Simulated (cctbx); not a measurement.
# Resonant diffraction in Ca2ZrSnS6

Space group Fm-3m (no. 225), a = 9.7150 Å, b = 9.7150 Å, c = 9.7150 Å, α = 90.00°, β = 90.00°, γ = 90.00°.

```csv
atom,mult.,x,y,z,Ueq (Å²)
Sn1,4,0,0,0,0.0092
Zr1,4,1/2,0,0,0.0072
Ca1,8,1/4,1/4,3/4,0.0096
S1,24,0,0,0.7577,0.0157
```

The model is made up (kin elements in a known structure type, no relaxation), so it says nothing on whether the phase exists.

Calculated with cctbx: free-atom f′ and f″ from the Sasaki tables, no fine structure; amplitudes in electrons.

```csv
E (eV),F 0 0 4,F 3 1 3,F 1 3 1,F 1 1 1
17398,623.0,21.4,39.7,65.3
17748,619.6,24.3,42.7,68.3
17878,616.8,26.9,45.4,71.0
17938,614.1,29.5,48.0,73.7
17968,611.4,32.2,50.7,76.4
17983,608.7,34.8,53.3,79.1
17990,606.4,37.1,55.7,81.5
17994,603.9,39.6,58.2,84.0
18002,602.5,42.3,60.6,86.2
18006,606.0,38.9,57.1,82.7
18013,608.8,36.2,54.4,79.9
18028,611.6,33.5,51.5,77.0
18058,614.5,30.7,48.7,74.0
18148,618.2,27.1,44.9,70.1
18398,621.9,23.3,40.9,66.1
```

**Question.** Which edge is crossed, and why do the reflections move as they do?

The K edge of Zr. The edge is at 17998 eV. f′ of Zr falls from -4.5 e at 17878 eV to -7.8 e at 4 eV below it, and f″ steps from 0.53 to 3.73 e across it. Over that approach |F| changes by -2 % (0 0 4), +47 % (3 1 3), +28 % (1 3 1) and +18 % (1 1 1): a reflection falls where Zr scatters in phase with the total and rises where it scatters against it; it hardly moves where the Zr term is small or cancels by symmetry. Above the edge the larger f″ enters the imaginary part, where it can add to or cancel the other atoms' f″. The structure is centrosymmetric, so Friedel mates stay equal.

[Logs are printed without paths, hosts, clocks, repeated set-up lines and the standing remarks that a program may print on its own settings, such as how far it seeks lower states.]
